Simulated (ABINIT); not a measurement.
An input for ABINIT 10.8.3 (V2O5 (Pmmn)):

```
acell 3*1.0 Angstrom
rprim 
  3.564000000000 0.000000000000 0.000000000000
  0.000000000000 11.512000000000 0.000000000000
  0.000000000000 0.000000000000 4.368000000000
ntypat 2
znucl 23 8
natom 14
typat 1 1 1 1 2 2 2 2 2 2 2 2 2 2
xred 
  0.000000000000 0.851180000000 0.108300000000
  0.000000000000 0.148820000000 0.108300000000
  0.500000000000 0.351180000000 0.891700000000
  0.500000000000 0.648820000000 0.891700000000
  0.000000000000 0.854300000000 0.469000000000
  0.000000000000 0.145700000000 0.469000000000
  0.500000000000 0.354300000000 0.531000000000
  0.500000000000 0.645700000000 0.531000000000
  0.000000000000 0.681100000000 0.997000000000
  0.000000000000 0.318900000000 0.997000000000
  0.500000000000 0.181100000000 0.003000000000
  0.500000000000 0.818900000000 0.003000000000
  0.000000000000 0.000000000000 0.999000000000
  0.500000000000 0.500000000000 0.001000000000
pp_dirpath "pseudos"
pseudos "V.upf, O.upf"
ecut 38
ngkpt 2 1 2
nshiftk 1
shiftk 0 0 0
kptopt 1
chksymbreak 0
iscf -2
irdden 1
istwfk *1
nband 126
nbdbuf 10
tolwfr 1e-09
nstep 60
prtvol 0
indata_prefix "in"
outdata_prefix "out"
tmpdata_prefix "tmp"
```

```sh
OMP_NUM_THREADS=1 mpirun -n 4 abinit run.abi > log
```

How long will it take on 4 MPI ranks of Arm Neoverse V2, shared host, and how much memory?

It took 57 s; on shared hardware allow 28 s to 1.9 min. Peak host memory was 0.54 GiB.

[Paths, hosts, dates, memory and timing lines, banners, echoed tables and standing remarks are left out of the program output.]

[Logs are printed without paths, hosts, clocks, repeated set-up lines and the standing remarks that a program may print on its own settings, such as how far it seeks lower states.]

[Runs of the session that timed out or met a known fault of the program may be left out.]

[Hosts, paths, dates, database ids (printed as entryN), source tags and the programs' standing remarks are cut or masked in the printed files.]

[G0W0 gaps are taken among the corrected bands and points alone; a level outside them can change the order at an edge.]

[Where Ansatz stands beside ABINIT at settings called matched, ABINIT's density can come from a denser mesh and the files from another edition; pairs whose starting gaps differed by over 0.03 eV were left out, so agreement reads better than it is.]
